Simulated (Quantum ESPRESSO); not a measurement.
# CuO (Tenorite): parallel and opposed starts

Aim: find out which collinear order of CuO (Tenorite) costs least.

Calculated with Quantum ESPRESSO 7.5; LDA; plane waves with GBRV 1.5 LDA potentials, no spin-orbit coupling.

Most raw output is cut from this account.

## (1) The structure

The structure is monoclinic, space group C2/c (No. 15). Conventional cell: a = 4.684 Å, b = 3.423 Å, c = 5.129 Å, α = 90.00°, β = 99.54°, γ = 90.00°. Cu has 4 O at 1.95 to 1.96 Å nearest. O has 4 Cu at 1.95 to 1.96 Å nearest. Farther neighbours and most contacts between anions are not listed.

The cell comes from the Crystallography Open Database.

## (2) Run 1 (ferro ++)

The signs are those of the starting moments on the seeded atoms, the atoms that are given a moment.

The input, pw.in:

```
&CONTROL
  calculation = 'scf'
  prefix = 'pwscf'
  outdir = './tmp'
  pseudo_dir = './pseudo'
  disk_io = 'nowf'
/
&SYSTEM
  ibrav = 0
  celldm(1) = 8
  nat = 4
  ntyp = 2
  ecutwfc = 40
  ecutrho = 280
  nbnd = 35
  occupations = 'smearing'
  smearing = 'fd'
  degauss = 0.00367493
  nspin = 2
  starting_magnetization(1) = 0.0526
  starting_magnetization(2) = 0
/
&ELECTRONS
  conv_thr = 8d-09
  electron_maxstep = 150
  mixing_beta = 0.3
/
ATOMIC_SPECIES
Cu     63.5460 cu_lda_v1.2.uspp.F.UPF
O      15.9990 o_lda_v1.2.uspp.F.UPF
CELL_PARAMETERS alat
   0.5531818906194   -0.4042360396340    0.0000000000000
   0.5531818906194    0.4042360396340    0.0000000000000
  -0.2007898793840    0.0000000000000    1.1947484912637
ATOMIC_POSITIONS crystal
Cu      0.0000000000    0.5000000000    0.0000000000
Cu      0.5000000000    0.0000000000    0.5000000000
O       0.5816000000    0.4184000000    0.2500000000
O       0.4184000000    0.5816000000    0.7500000000
K_POINTS automatic
8 8 4 0 0 0
```

Command:

```
$ OMP_NUM_THREADS=1 mpirun -n 4 pw.x -nk 4 -in pw.in > pw.out
```

Wall time 30 s (4 MPI ranks of Arm Neoverse V2, shared host); peak memory 0.39 GiB; 2 min of CPU time.

Spin moment in the atom's sphere by atom:

| atom | spin moment in the atom's sphere (μB) |
| --- | --- |
| Cu1 | -0.0001 |
| Cu2 | -0.0001 |
| O3 | 0.0000 |
| O4 | 0.0000 |

Numbers from this step:

- smearing term TS: 0.01772 eV
- magnetization: 0 μB
- absolute magnetization: 0 μB
- final state: non-magnetic

Valence density in the ac plane of the conventional cell at fractional y = 0.250, with atoms of Cu within 0.2 Å of it. It is the smooth field of the valence electrons, not physical close to the nuclei.

Ten steps, logarithmic in the rise over the least value, from '_' (0 e/Å³) to '@' (58 e/Å³), each cell a mean:
```
__::**@@##--..______________
__..--==--......____________
____........::::..__________
__________..::--::..________
__________..::::........____
____________......::====::__
________________..++%%%%==..
________________::##@@%%==..
________________..++##++::..
....____________....::......
::::____________________..::
::::..__________________..::
......::::..____________....
__..--****--..______________
__::**@@@@==..______________
```
Columns run along a (4.7 Å), rows up along c (5.1 Å), edges of the conventional cell, whose origin can differ from the input's. Atoms in or near the plane, at fractional coordinates: Cu at (0.25, 0.00), Cu at (0.75, 0.50).

## (3) Run 2, typed as antiferro +−

Edit pw.in of step 2 so:

```diff
@@ -11,6 +11,6 @@
   nat = 4
-  ntyp = 2
+  ntyp = 3
   ecutwfc = 40
   ecutrho = 280
-  nbnd = 35
+  nbnd = 34
   occupations = 'smearing'
@@ -20,3 +20,4 @@
   starting_magnetization(1) = 0.0526
-  starting_magnetization(2) = 0
+  starting_magnetization(2) = -0.0526
+  starting_magnetization(3) = 0
 /
@@ -28,3 +29,4 @@
 ATOMIC_SPECIES
-Cu     63.5460 cu_lda_v1.2.uspp.F.UPF
+Cu1    63.5460 cu_lda_v1.2.uspp.F.UPF
+Cu2    63.5460 cu_lda_v1.2.uspp.F.UPF
 O      15.9990 o_lda_v1.2.uspp.F.UPF
@@ -35,4 +37,4 @@
 ATOMIC_POSITIONS crystal
-Cu      0.0000000000    0.5000000000    0.0000000000
-Cu      0.5000000000    0.0000000000    0.5000000000
+Cu1     0.0000000000    0.5000000000    0.0000000000
+Cu2     0.5000000000    0.0000000000    0.5000000000
 O       0.5816000000    0.4184000000    0.2500000000
```

The job ended after 54 s (4 MPI ranks; peak memory 0.46 GiB; 3.6 min of CPU time).

Spin moment in the atom's sphere by atom:

| atom | spin moment in the atom's sphere (μB) |
| --- | --- |
| Cu1 | 0.0001 |
| Cu2 | -0.0001 |
| O3 | 0.0000 |
| O4 | 0.0000 |

Read from the output:

| Property | Result |
| --- | --- |
| smearing term TS | 0.01772 eV |
| magnetization | 0 μB |
| absolute magnetization | 0 μB |
| final state | non-magnetic |

Valence density in the ac plane of the conventional cell at fractional y = 0.250, with atoms of Cu within 0.2 Å of it. It is the smooth field of the valence electrons, not physical close to the nuclei.

Ten steps, logarithmic in the rise over the least value, from '_' (0 e/Å³) to '@' (58 e/Å³), each cell a mean:
```
__::**@@##--..______________
__..--==--......____________
____........::::..__________
__________..::--::..________
__________..::::........____
____________......::====::__
________________..++%%%%==..
________________::##@@%%==..
________________..++##++::..
....____________....::......
::::____________________..::
::::..__________________..::
......::::..____________....
__..--****--..______________
__::**@@@@==..______________
```
Columns run along a (4.7 Å), rows up along c (5.1 Å), edges of the conventional cell, whose origin can differ from the input's. Atoms in or near the plane, at fractional coordinates: Cu at (0.25, 0.00), Cu at (0.75, 0.50).

## (4) Start 3: antiferro q=(0,1/2,1/2) +−+−

The cell is doubled to 8 atoms to hold this order. The wavevector q is in fractions of the reciprocal vectors of the crystal's primitive cell, as the cells of these inputs are built from it; moments change sign between cells as cos(2π q·R).

The input, pw.in:

```
&CONTROL
  calculation = 'scf'
  prefix = 'pwscf'
  outdir = './tmp'
  pseudo_dir = './pseudo'
  disk_io = 'nowf'
/
&SYSTEM
  ibrav = 0
  celldm(1) = 8
  nat = 8
  ntyp = 3
  ecutwfc = 40
  ecutrho = 280
  nbnd = 64
  occupations = 'smearing'
  smearing = 'fd'
  degauss = 0.00367493
  nspin = 2
  starting_magnetization(1) = 0.0526
  starting_magnetization(2) = -0.0526
  starting_magnetization(3) = 0
/
&ELECTRONS
  conv_thr = 1.6d-08
  electron_maxstep = 150
  mixing_beta = 0.3
/
ATOMIC_SPECIES
Cu1    63.5460 cu_lda_v1.2.uspp.F.UPF
Cu2    63.5460 cu_lda_v1.2.uspp.F.UPF
O      15.9990 o_lda_v1.2.uspp.F.UPF
CELL_PARAMETERS alat
   0.5531818906194   -0.4042360396340    0.0000000000000
   1.1063637812387    0.8084720792680    0.0000000000000
   0.3523920112353    0.4042360396340    1.1947484912637
ATOMIC_POSITIONS crystal
Cu1     0.0000000000    0.2500000000    0.0000000000
Cu2     0.0000000000    0.7500000000    0.0000000000
Cu1     0.5000000000    0.7500000000    0.5000000000
Cu2     0.5000000000    0.2500000000    0.5000000000
O       0.5816000000    0.0842000000    0.2500000000
O       0.5816000000    0.5842000000    0.2500000000
O       0.4184000000    0.9158000000    0.7500000000
O       0.4184000000    0.4158000000    0.7500000000
K_POINTS automatic
8 4 4 0 0 0
```

It took 3.2 min on 4 MPI ranks; peak memory 0.75 GiB.

Spin moment in the atom's sphere by atom:

| atom | spin moment in the atom's sphere (μB) |
| --- | --- |
| Cu1 | 0.0002 |
| Cu2 | -0.0002 |
| Cu3 | -0.0002 |
| Cu4 | 0.0002 |
| O5 | 0.0000 |
| O6 | 0.0000 |
| O7 | 0.0000 |
| O8 | 0.0000 |

Read from the output:

```yaml
smearing_term_ts: 0.03377 eV
magnetization: 0 μB
absolute_magnetization: 0 μB
final_state: non-magnetic
```

## (5) Run 4, typed as no spin polarisation

The input, pw.in:

```
&CONTROL
  calculation = 'scf'
  prefix = 'pwscf'
  outdir = './tmp'
  pseudo_dir = './pseudo'
  disk_io = 'nowf'
/
&SYSTEM
  ibrav = 0
  celldm(1) = 8
  nat = 4
  ntyp = 2
  ecutwfc = 40
  ecutrho = 280
  nbnd = 34
  occupations = 'smearing'
  smearing = 'fd'
  degauss = 0.00367493
/
&ELECTRONS
  conv_thr = 8d-09
  electron_maxstep = 150
  mixing_beta = 0.3
/
ATOMIC_SPECIES
Cu     63.5460 cu_lda_v1.2.uspp.F.UPF
O      15.9990 o_lda_v1.2.uspp.F.UPF
CELL_PARAMETERS alat
   0.5531818906194   -0.4042360396340    0.0000000000000
   0.5531818906194    0.4042360396340    0.0000000000000
  -0.2007898793840    0.0000000000000    1.1947484912637
ATOMIC_POSITIONS crystal
Cu      0.0000000000    0.5000000000    0.0000000000
Cu      0.5000000000    0.0000000000    0.5000000000
O       0.5816000000    0.4184000000    0.2500000000
O       0.4184000000    0.5816000000    0.7500000000
K_POINTS automatic
8 8 4 0 0 0
```

The job ended after 14 s (4 MPI ranks; peak memory 0.32 GiB).

This step gave:

| Item | Value |
| --- | --- |
| smearing term TS | 0.01772 eV |
| final state | non-magnetic (no spin polarisation) |

## (6) Energies of the orders

An order is kept where moments of 0.15 μB or more survive with the typed signs; meshes match where a doubled cell samples the same k points as the first cell.

Orders:

| start | final state | typed order kept | energy over the lowest (meV a seeded atom) | largest site moment (μB) | net moment (μB a cell of the first run) | mesh matched | CPU time (s) |
| --- | --- | --- | --- | --- | --- | --- | --- |
| ferro ++ | non-magnetic | no | 0 | 0 | 0 | yes | 119.8 |
| antiferro +- | non-magnetic | no | 0 | 0 | 0 | yes | 216.4 |
| antiferro q=(0,1/2,1/2) +-+- | non-magnetic | no | 1.384 | 0 | 0 | no | 779.4 |
| no spin polarisation | non-magnetic | - | 0 | 0 | 0 | yes | 54.66 |

## (7) What came out

```yaml
lowest_state_found: non-magnetic (from ferro ++, antiferro +-, antiferro q=(0,1/2,1/2) +-+- and no spin polarisation)
largest_site_moment: 0 μB
```

**Reading.** The lowest state carries no moment, and no start kept one. The k meshes of the cells are not all equivalent, which blurs small differences. Only these 4 starts were compared; other wavevectors, canted and longer-period orders were not. No Hubbard term acts here. In such compounds local and semilocal functionals without one often delocalise the d electrons, and can shrink or lose moments and miss the size, sign and order of the couplings. The smearing term is large for its width, so states at the Fermi level are partly filled: at this level the cell is a metal or has a gap of a few widths at most. By charge balance Cu is d9; such ions mostly distort their surroundings (Jahn–Teller), and their compounds are mostly insulators, which a run without U in an unrelaxed cell can miss.

[Logs and program files are shortened in this print: banners, set-up blocks, solver, clock and traceback lines can be left out without a mark of their own.]

[Logs are printed without paths, hosts, clocks, repeated set-up lines and the standing remarks that a program may print on its own settings, such as how far it seeks lower states.]

[Hosts, paths, dates, database ids (printed as entryN), source tags and the programs' standing remarks are cut or masked in the printed files.]

[Where a cell is said to come from a database of computed structures, the database is the Materials Project.]
